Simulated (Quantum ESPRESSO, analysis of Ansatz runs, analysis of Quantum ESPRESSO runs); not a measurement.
**Bond-centred H+ along c in ZnO: local vibrational mode against experiment (Quantum ESPRESSO)**

Aim: the local vibrational mode of the bond-centred H+ along c in ZnO, to be set beside the measurement. Set-up: PBE, JTH 2.0 PBE, 32-site cell, PBE lattice, k: the single point 1/4 1/4 1/4. The model is a cell of 32 host atoms with 1 H put in. The frequencies come from force constants among the defect atom and its neighbours, with the masses of the isotopes named. Other potentials or another program check that the number doesn't hang on one set of files.

**The experiment.** O-H stretch, 1H: 3611.3 cm⁻¹ at 10 K, by IR absorption (quoted in “Hydrogen and Related Defects in Oxide Semiconductors”, 2012, M. C. Tarun, 2012 (Ph.D. dissertation, Washington State University), quoting earlier work (2002)). O-D stretch, 2H: 2668 cm⁻¹ at 9 K, by FTIR absorption (quoted in “Hydrogen-related defects in hydrothermally grown ZnO studied by Fourier Transform Infrared Spectroscopy”, 2010, Halvard Haug, quoting earlier work (2005)).

Calculated with Quantum ESPRESSO 7.5; Quantum ESPRESSO plane-wave DFT, PBE, JTH 2.0 PBE potentials; relaxation of all atoms of a defect supercell.

**1. Starting point**

The cell holds 33 atoms: 16 Zn, 16 O and 1 H. Its edges and angles: a = 6.523 Å, b = 6.523 Å, c = 10.511 Å, α = 90.0°, β = 90.0°, γ = 120.0°. It derives from ZnO (space group P6_3mc). Nearest the centre at fractional (0.667, 0.333, 0.369): H33 at 0.02 Å, O20 at 1.01 Å, Zn17 at 1.70 Å, Zn6 at 2.33 Å, Zn22 at 2.34 Å, Zn30 at 2.35 Å, O3 at 2.65 Å, O19 at 2.68 Å. The cell carries charge +1.

The host's primitive cell comes from a first run (Quantum ESPRESSO plane-wave DFT, PBE, JTH 2.0 PBE potentials; relaxation of cell and atoms of a defect-free cell): vectors of 3.261, 3.261 and 5.255 Å. That is 12.10 Å³ an atom, 1.7 % over the diffraction cell's volume. The supercell is built on it.

**2. Relaxation, charge +1**

Every later number rests on the structure around the defect, so the atoms are relaxed at the host's lattice first.

pw.in reads:

```
&CONTROL
  calculation = 'relax'
  prefix = 'pwscf'
  outdir = './tmp'
  pseudo_dir = './pseudo'
  tprnfor = .true.
  disk_io = 'low'
  nstep = 70
  forc_conv_thr = 0.00039
  etot_conv_thr = 0.0001
/
&SYSTEM
  ibrav = 0
  nat = 33
  ntyp = 3
  ecutwfc = 40
  ecutrho = 240
  nbnd = 148
  occupations = 'smearing'
  smearing = 'fd'
  degauss = 0.00073499
  tot_charge = 1
  nosym = .true.
/
&ELECTRONS
  conv_thr = 3d-08
  electron_maxstep = 100
  mixing_beta = 0.5
/
&IONS
  ion_dynamics = 'bfgs'
/
ATOMIC_SPECIES
Zn    65.3800 Zn.GGA_PBE-JTH.UPF
O     15.9990 O.GGA_PBE-JTH.UPF
H      1.0080 H.GGA_PBE-JTH.UPF
CELL_PARAMETERS angstrom
   6.5226494897    0.0000000000    0.0000000000
  -3.2613247449    5.6487802124    0.0000000000
   0.0000000000    0.0000000000   10.5106538207
ATOMIC_POSITIONS crystal
Zn     0.1670887067    0.3365825324    0.2499908717
Zn     0.3332465847    0.1674569860    0.0017009086
O      0.3332249422    0.1658443736    0.1914758841
O      0.1646643049    0.3334607341    0.4410389874
Zn     0.1681769116    0.3360080501    0.7486282214
Zn     0.3316801458    0.1677926020    0.4987028072
O      0.3328505012    0.1687512329    0.6908470328
O      0.1700171989    0.3341541773    0.9399463054
Zn     0.1638773407    0.8313178958    0.2509772107
Zn     0.3329007461    0.6687862942    0.0010808647
O      0.3355484796    0.6661111201    0.1907015472
O      0.1682870329    0.8357193022    0.4382540161
Zn     0.1701793795    0.8351452860    0.7501061395
Zn     0.3360825704    0.6677286197    0.5010535804
O      0.3346206007    0.6682064662    0.6913177535
O      0.1680734794    0.8316155889    0.9387449258
Zn     0.6645530161    0.3298233559    0.2069435501
Zn     0.8330982286    0.1682436660    0.0014511612
O      0.8352683438    0.1660121944    0.1883992745
O      0.6644094833    0.3302318750    0.4642264119
Zn     0.6667539214    0.3303707441    0.7502420578
Zn     0.8362951874    0.1693462922    0.5006008208
O      0.8341071250    0.1697418719    0.6888194109
O      0.6637050278    0.3321817784    0.9406571685
Zn     0.6642639498    0.8304245638    0.2489589819
Zn     0.8324133513    0.6637716343    0.0009157315
O      0.8349480308    0.6696405323    0.1886050531
O      0.6634440035    0.8324162601    0.4389747679
Zn     0.6669428490    0.8354397128    0.7484188926
Zn     0.8332766402    0.6670676370    0.5017541975
O      0.8361679340    0.6673820367    0.6906883248
O      0.6635285148    0.8307256434    0.9402353859
H      0.6631583996    0.3319836394    0.3685141701
K_POINTS crystal
1
0.25 0.25 0.25 1.0
```

The run is started by

```console
$ OMP_NUM_THREADS=1 mpirun -n 4 pw.x -in pw.in > pw.out
```

What it wrote:

```text
This program is part of the open-source Quantum ESPRESSO suite
     for quantum simulation of materials; please cite
         "P. Giannozzi et al., J. Phys.:Condens. Matter 21 395502 (2009);
         "P. Giannozzi et al., J. Phys.:Condens. Matter 29 465901 (2017);
         "P. Giannozzi et al., J. Chem. Phys. 152 154105 (2020);
          URL
     in publications or presentations arising from this work. More details at

     file Zn.GGA_PBE-JTH.UPF: wavefunction(s)  0S 0P 0P 3D 0D renormalized
     file O.GGA_PBE-JTH.UPF: wavefunction(s)  0S 2P 0P renormalized
     file H.GGA_PBE-JTH.UPF: wavefunction(s)  1S 0S 0P renormalized

     Subspace diagonalization in iterative solution of the eigenvalue problem:
     a serial algorithm will be used

     --------------------
     sticks:   dense  smooth     PW     G-vecs:    dense   smooth      PW
     Min         631     415    112                41025    22287    3146
     Max         632     416    113                41028    22296    3151
     Sum        2527    1663    451               164107    89173   12599

     Using Slab Decomposition

     bravais-lattice index     =            0
     lattice parameter (alat)  =      12.3260  a.u.
     unit-cell volume          =    2613.3950 (a.u.)^3
     number of atoms/cell      =           33
     number of atomic types    =            3
     number of electrons       =       288.00
     number of Kohn-Sham states=          148
     kinetic-energy cutoff     =      40.0000  Ry
     charge density cutoff     =     240.0000  Ry
     scf convergence threshold =      3.0E-08
     mixing beta               =       0.5000
     number of iterations used =            8  plain     mixing
     energy convergence thresh.=      1.0E-04
     force convergence thresh. =      3.9E-04
     Exchange-correlation= SLA PW PBX PBC
                           (   1   4   3   4   0   0   0)
     nstep                     =           70

     celldm(1)=  12.326021  celldm(2)=   0.000000  celldm(3)=   0.000000
     celldm(4)=   0.000000  celldm(5)=   0.000000  celldm(6)=   0.000000

     crystal axes: (cart. coord. in units of alat)
               a(1) = (   1.000000   0.000000   0.000000 )
               a(2) = (  -0.500000   0.866025   0.000000 )
               a(3) = (   0.000000   0.000000   1.611409 )

     reciprocal axes: (cart. coord. in units 2 pi/alat)
               b(1) = (  1.000000  0.577350 -0.000000 )
               b(2) = (  0.000000  1.154701  0.000000 )
               b(3) = (  0.000000 -0.000000  0.620575 )

     PseudoPot. # 1 for Zn read from file:
     Zn.GGA_PBE-JTH.UPF
     Pseudo is Projector augmented-wave + core cor, Zval = 12.0
     Generated using ATOMPAW code
     Shape of augmentation charge: SINC**2
     Using radial grid of 1049 points,  6 beta functions with:
                l(1) =   0
                l(2) =   0
                l(3) =   1
                l(4) =   1
                l(5) =   2
                l(6) =   2
     Q(r) pseudized with 0 coefficients

     PseudoPot. # 2 for O  read from file:
     O.GGA_PBE-JTH.UPF
     Pseudo is Projector augmented-wave + core cor, Zval =  6.0
     Generated using ATOMPAW code
     Shape of augmentation charge: SINC**2
     Using radial grid of  943 points,  4 beta functions with:
                l(1) =   0
                l(2) =   0
                l(3) =   1
                l(4) =   1
     Q(r) pseudized with 0 coefficients

     PseudoPot. # 3 for H  read from file:
     H.GGA_PBE-JTH.UPF
     Pseudo is Projector augmented-wave + core cor, Zval =  1.0
     Generated using ATOMPAW code
     Shape of augmentation charge: SINC**2
     Using radial grid of  777 points,  3 beta functions with:
                l(1) =   0
                l(2) =   0
                l(3) =   1
     Q(r) pseudized with 0 coefficients

     atomic species   valence    mass     pseudopotential
     Zn               12.00    65.38000     Zn( 1.00)
     O                 6.00    15.99900     O ( 1.00)
     H                 1.00     1.00800     H ( 1.00)

     No symmetry found

   Cartesian axes

     site n.     atom                  positions (alat units)
         1        Zn     tau(   1) = (  -0.0012026   0.2914890   0.4028375  )
         2        Zn     tau(   2) = (   0.2495181   0.1450220   0.0027409  )
         3        O      tau(   3) = (   0.2503028   0.1436254   0.3085459  )
         4        O      tau(   4) = (  -0.0020661   0.2887855   0.7106940  )
         5        Zn     tau(   5) = (   0.0001729   0.2909915   1.2063460  )
         6        Zn     tau(   6) = (   0.2477838   0.1453127   0.8036140  )
         7        O      tau(   7) = (   0.2484749   0.1461429   1.1132369  )
         8        O      tau(   8) = (   0.0029401   0.2893860   1.5146376  )
         9        Zn     tau(   9) = (  -0.2517816   0.7199424   0.4044268  )
        10        Zn     tau(  10) = (  -0.0014924   0.5791859   0.0017417  )
        11        O      tau(  11) = (   0.0024929   0.5768692   0.3072981  )
        12        O      tau(  12) = (  -0.2495726   0.7237542   0.7062063  )
        13        Zn     tau(  13) = (  -0.2473933   0.7232570   1.2087275  )
        14        Zn     tau(  14) = (   0.0022183   0.5782700   0.8074021  )
        15        O      tau(  15) = (   0.0005174   0.5786838   1.1139954  )
        16        O      tau(  16) = (  -0.2477343   0.7202002   1.5127017  )
        17        Zn     tau(  17) = (   0.4996413   0.2856354   0.3334706  )
        18        Zn     tau(  18) = (   0.7489764   0.1457033   0.0023384  )
        19        O      tau(  19) = (   0.7522622   0.1437708   0.3035882  )
        20        O      tau(  20) = (   0.4992935   0.2859892   0.7480585  )
        21        Zn     tau(  21) = (   0.5015685   0.2861095   1.2089465  )
        22        Zn     tau(  22) = (   0.7516220   0.1466582   0.8066725  )
        23        O      tau(  23) = (   0.7492362   0.1470008   1.1099696  )
        24        O      tau(  24) = (   0.4976141   0.2876779   1.5157831  )
        25        Zn     tau(  25) = (   0.2490517   0.7191688   0.4011747  )
        26        Zn     tau(  26) = (   0.5005275   0.5748431   0.0014756  )
        27        O      tau(  27) = (   0.5001278   0.5799257   0.3039198  )
        28        O      tau(  28) = (   0.2472359   0.7208936   0.7073677  )
        29        Zn     tau(  29) = (   0.2492230   0.7235120   1.2060087  )
        30        Zn     tau(  30) = (   0.4997428   0.5776975   0.8085311  )
        31        O      tau(  31) = (   0.5024769   0.5779698   1.1129811  )
[...]
atom    5 type  1   force =    -0.00014040   -0.00034798    0.00008717
     atom    6 type  1   force =     0.00004680   -0.00001186   -0.00014760
     atom    7 type  2   force =    -0.00000197    0.00006884    0.00005046
     atom    8 type  2   force =     0.00007052   -0.00006911    0.00003765
     atom    9 type  1   force =    -0.00004904    0.00008445    0.00007614
     atom   10 type  1   force =     0.00019651   -0.00011636   -0.00013761
     atom   11 type  2   force =     0.00001820   -0.00001539   -0.00018153
     atom   12 type  2   force =     0.00022974   -0.00011684   -0.00003346
     atom   13 type  1   force =    -0.00039631    0.00017087    0.00003113
     atom   14 type  1   force =    -0.00000443   -0.00009034   -0.00040896
     atom   15 type  2   force =    -0.00006885   -0.00006852    0.00033265
     atom   16 type  2   force =     0.00015557   -0.00001891   -0.00005328
[...]
Total force =     0.001375     Total SCF correction =     0.000049
     Energy error            =      4.3E-06 Ry
     Gradient error          =      4.1E-04 Ry/Bohr

     number of scf cycles    =  20
     number of bfgs steps    =  19

     energy             old  =   -4571.0309583315 Ry
     energy             new  =   -4571.0309626258 Ry

     CASE: energy            _new < energy            _old

     new trust radius        =       0.0021396247 bohr
     new conv_thr            =       0.0000000003 Ry

ATOMIC_POSITIONS (crystal)
Zn               0.1660681379        0.3357486529        0.2507461273
Zn               0.3198226062        0.1572959924       -0.0077760506
O                0.3264418471        0.1636411625        0.1878085810
O                0.1669262678        0.3319736667        0.4408526959
Zn               0.1676275429        0.3405693965        0.7496036761
Zn               0.3167120230        0.1565507386        0.5088554643
O                0.3339544615        0.1689357827        0.6961938940
O                0.1706224450        0.3379580376        0.9389662098
Zn               0.1658807373        0.8338168248        0.2513648145
Zn               0.3352149544        0.6650715562        0.0037257469
O                0.3327418841        0.6675081591        0.1926364298
O                0.1669830857        0.8331014426        0.4415340442
Zn               0.1675945487        0.8330246146        0.7496177501
Zn               0.3351063251        0.6654270570        0.4989926504
O                0.3327494680        0.6684018822        0.6880246699
O                0.1704152061        0.8294223800        0.9391951095
[...]
NEW-OLD atomic charge density approx. for the potential

     Self-consistent Calculation

     iteration #  1     ecut=    40.00 Ry     beta= 0.50
     Davidson diagonalization with overlap
     ethr =  1.00E-06,  avg # of iterations =  2.0

     Threshold (ethr) on eigenvalues was too large:
     Diagonalizing with lowered threshold

     Davidson diagonalization with overlap
     ethr =  1.67E-09,  avg # of iterations =  8.0

     total energy              =   -4571.03096601 Ry
     estimated scf accuracy    <       0.00000142 Ry

     iteration #  2     ecut=    40.00 Ry     beta= 0.50
     Davidson diagonalization with overlap
     ethr =  4.92E-10,  avg # of iterations =  4.0

     total energy              =   -4571.03096596 Ry
     estimated scf accuracy    <       0.00000030 Ry

     iteration #  3     ecut=    40.00 Ry     beta= 0.50
     Davidson diagonalization with overlap
     ethr =  1.03E-10,  avg # of iterations =  5.0

     total energy              =   -4571.03096605 Ry
     estimated scf accuracy    <       0.00000005 Ry

     iteration #  4     ecut=    40.00 Ry     beta= 0.50
     Davidson diagonalization with overlap
     ethr =  1.70E-11,  avg # of iterations =  6.0

     total energy              =   -4571.03096610 Ry
     estimated scf accuracy    <       0.00000001 Ry

     iteration #  5     ecut=    40.00 Ry     beta= 0.50
     Davidson diagonalization with overlap
     ethr =  3.67E-12,  avg # of iterations =  3.0

     total energy              =   -4571.03096611 Ry
     estimated scf accuracy    <          3.0E-09 Ry

     iteration #  6     ecut=    40.00 Ry     beta= 0.50
     Davidson diagonalization with overlap
     ethr =  1.05E-12,  avg # of iterations =  5.0

     total energy              =   -4571.03096611 Ry
     estimated scf accuracy    <          4.5E-10 Ry

     iteration #  7     ecut=    40.00 Ry     beta= 0.50
     Davidson diagonalization with overlap
     ethr =  1.56E-13,  avg # of iterations =  5.0

     End of self-consistent calculation

          k = 0.2500 0.4330 0.1551 ( 11165 PWs)   bands (ev):

[...]
3.7474   3.7823   3.7893   3.8121   3.8370   3.8560   3.8622   3.8643
     3.8716   3.8978   3.9098   3.9246   3.9723   4.0064   4.0276   4.0553
     4.0871   4.3090   4.3514   4.3882   4.4623   4.5096   4.5836   4.6314
     4.7788   4.8416   5.0047   5.1099   5.1957   5.2361   5.2763   5.2981
     5.4805   5.6572   5.7296   5.7804   5.9529   6.0012   6.0410   6.0969
     6.1316   6.1878   6.2193   6.2953   6.3192   6.3723   6.4575   6.5222
     6.6482   6.7121   6.7760   6.8170   6.8696   6.9409   6.9942   7.1195
     7.1454   7.1704   7.2226   7.2657   7.3415   7.3761   7.6253   7.6324
    10.9556  11.7990  12.2213  12.4109

     the Fermi energy is     9.4716 ev

!    total energy              =   -4571.03096611 Ry
     total all-electron energy =     -4571.030966 Ry
     estimated scf accuracy    <          9.5E-11 Ry
     smearing contrib. (-TS)   =       0.00000000 Ry
     internal energy E=F+TS    =   -4571.03096611 Ry

     The total energy is F=E-TS. E is the sum of the following terms:
     one-electron contribution =   -1267.55150218 Ry
     hartree contribution      =     663.42674101 Ry
     xc contribution           =    -367.31527111 Ry
     ewald contribution        =   -1723.17427268 Ry
     one-center paw contrib.   =   -1876.41666115 Ry

     convergence has been achieved in   7 iterations

     Forces acting on atoms (cartesian axes, Ry/au):

[...]
atom   26 type  1   force =     0.00002105   -0.00010888    0.00006492
     atom   27 type  2   force =    -0.00006592    0.00019481   -0.00013126
     atom   28 type  2   force =    -0.00022392   -0.00027530    0.00003670
     atom   29 type  1   force =     0.00001395    0.00006943    0.00000388
     atom   30 type  1   force =    -0.00001177   -0.00009359    0.00009666
     atom   31 type  2   force =    -0.00013354   -0.00012653    0.00002823
     atom   32 type  2   force =    -0.00003284    0.00005187    0.00012838
     atom   33 type  3   force =     0.00029998   -0.00004413   -0.00007058

     Total force =     0.001246     Total SCF correction =     0.000061
     Energy error            =      3.5E-06 Ry
     Gradient error          =      3.6E-04 Ry/Bohr

     bfgs converged in  21 scf cycles and  20 bfgs steps
     (criteria: energy <  1.0E-04 Ry, force <  3.9E-04 Ry/Bohr)

     End of BFGS Geometry Optimization

     Final energy             =   -4571.0309661139 Ry

     File ./tmp/pwscf.bfgs deleted, as requested
Begin final coordinates

ATOMIC_POSITIONS (crystal)
[...]
Zn               0.8425137659        0.6798852023       -0.0076833228
O                0.8360866217        0.6733999071        0.1879131195
O                0.6685479875        0.8335157447        0.4408103031
Zn               0.6606484067        0.8332625973        0.7495504557
Zn               0.8433457368        0.6828730151        0.5086825428
O                0.8318536132        0.6665607190        0.6960971360
O                0.6624001812        0.8295776595        0.9389230755
H                0.6644430204        0.3338230726        0.3686884438
End final coordinates

=------------------------------------------------------------------------------=
   JOB DONE.
=------------------------------------------------------------------------------=
```

The job ended after 10 min (4 MPI ranks of Intel Xeon Platinum 8375C at 2.90GHz (Ice Lake), shared host; peak memory 1 GiB).

Relaxation path:

| step | energy less that of the first step (eV) |
| --- | --- |
| 0 | 0.0000 |
| 1 | -0.3840 |
| 2 | -0.6923 |
| 3 | -0.7379 |
| 4 | -0.7770 |
| 5 | -0.8146 |
| 6 | -0.8323 |
| 7 | -0.8423 |
| 8 | -0.8506 |
| 9 | -0.8547 |
| 10 | -0.8589 |
| 11 | -0.8627 |
| 12 | -0.8657 |
| 13 | -0.8671 |
| 14 | -0.8678 |
| 15 | -0.8681 |
| 16 | -0.8683 |
| 17 | -0.8684 |
| 18 | -0.8685 |
| 19 | -0.8686 |
| 20 | -0.8686 |

The atoms that moved most (Å):

| atom | dx | dy | dz | length |
| --- | --- | --- | --- | --- |
| Zn17 | -0.010 | 0.026 | -0.323 | 0.324 |
| Zn18 | 0.095 | -0.059 | -0.092 | 0.145 |
| Zn6 | -0.061 | -0.064 | 0.107 | 0.138 |
| Zn22 | 0.084 | -0.069 | 0.079 | 0.134 |
| Zn26 | 0.013 | 0.091 | -0.090 | 0.129 |
| Zn2 | -0.054 | -0.057 | -0.100 | 0.127 |
| Zn30 | 0.014 | 0.089 | 0.073 | 0.116 |
| O24 | 0.024 | 0.001 | 0.112 | 0.114 |

The relaxed structure:

```
CELL_PARAMETERS angstrom
6.52265 0.00000 0.00000
-3.26132 5.64878 0.00000
0.00000 0.00000 10.51065
ATOMIC_POSITIONS crystal
Zn 0.16607 0.33575 0.25075
Zn 0.31982 0.15730 0.99222
O 0.32644 0.16364 0.18781
O 0.16693 0.33197 0.44085
Zn 0.16763 0.34057 0.74960
Zn 0.31671 0.15655 0.50886
O 0.33395 0.16894 0.69619
O 0.17062 0.33796 0.93897
Zn 0.16588 0.83382 0.25136
Zn 0.33521 0.66507 0.00373
O 0.33274 0.66751 0.19264
O 0.16698 0.83310 0.44153
Zn 0.16759 0.83302 0.74962
Zn 0.33511 0.66543 0.49899
O 0.33275 0.66840 0.68802
O 0.17042 0.82942 0.93920
Zn 0.66535 0.33449 0.17625
Zn 0.84238 0.15777 0.99268
O 0.83542 0.16499 0.18783
O 0.66637 0.33328 0.46146
Zn 0.66541 0.33498 0.75610
Zn 0.84314 0.15719 0.50808
O 0.83213 0.16880 0.69521
O 0.66752 0.33241 0.95130
Zn 0.66443 0.83423 0.25073
Zn 0.84251 0.67989 0.99232
O 0.83609 0.67340 0.18791
O 0.66855 0.83352 0.44081
Zn 0.66065 0.83326 0.74955
Zn 0.84335 0.68287 0.50868
O 0.83185 0.66656 0.69610
O 0.66240 0.82958 0.93892
H 0.66444 0.33382 0.36869
```

Neighbours of H33 at the end:

| atom | distance (Å) |
| --- | --- |
| O20 | 0.975 |
| Zn17 | 2.023 |
| Zn6 | 2.455 |
| Zn30 | 2.460 |
| Zn22 | 2.485 |
| O3 | 2.694 |
| O27 | 2.700 |
| O19 | 2.701 |

First to last step the energy falls by 0.869 eV; the largest move, 0.32 Å, is that of Zn17.

(Continued in part 2 of 2.)

[Logs are printed without paths, hosts, clocks, repeated set-up lines and the standing remarks that a program may print on its own settings, such as how far it seeks lower states.]

[Hosts, paths, dates, database ids (printed as entryN), source tags and the programs' standing remarks are cut or masked in the printed files.]

[For some hosts the program warned that the k-mesh of the response run may be too coarse for force constants and the static dielectric constant; such warnings are not shown here.]
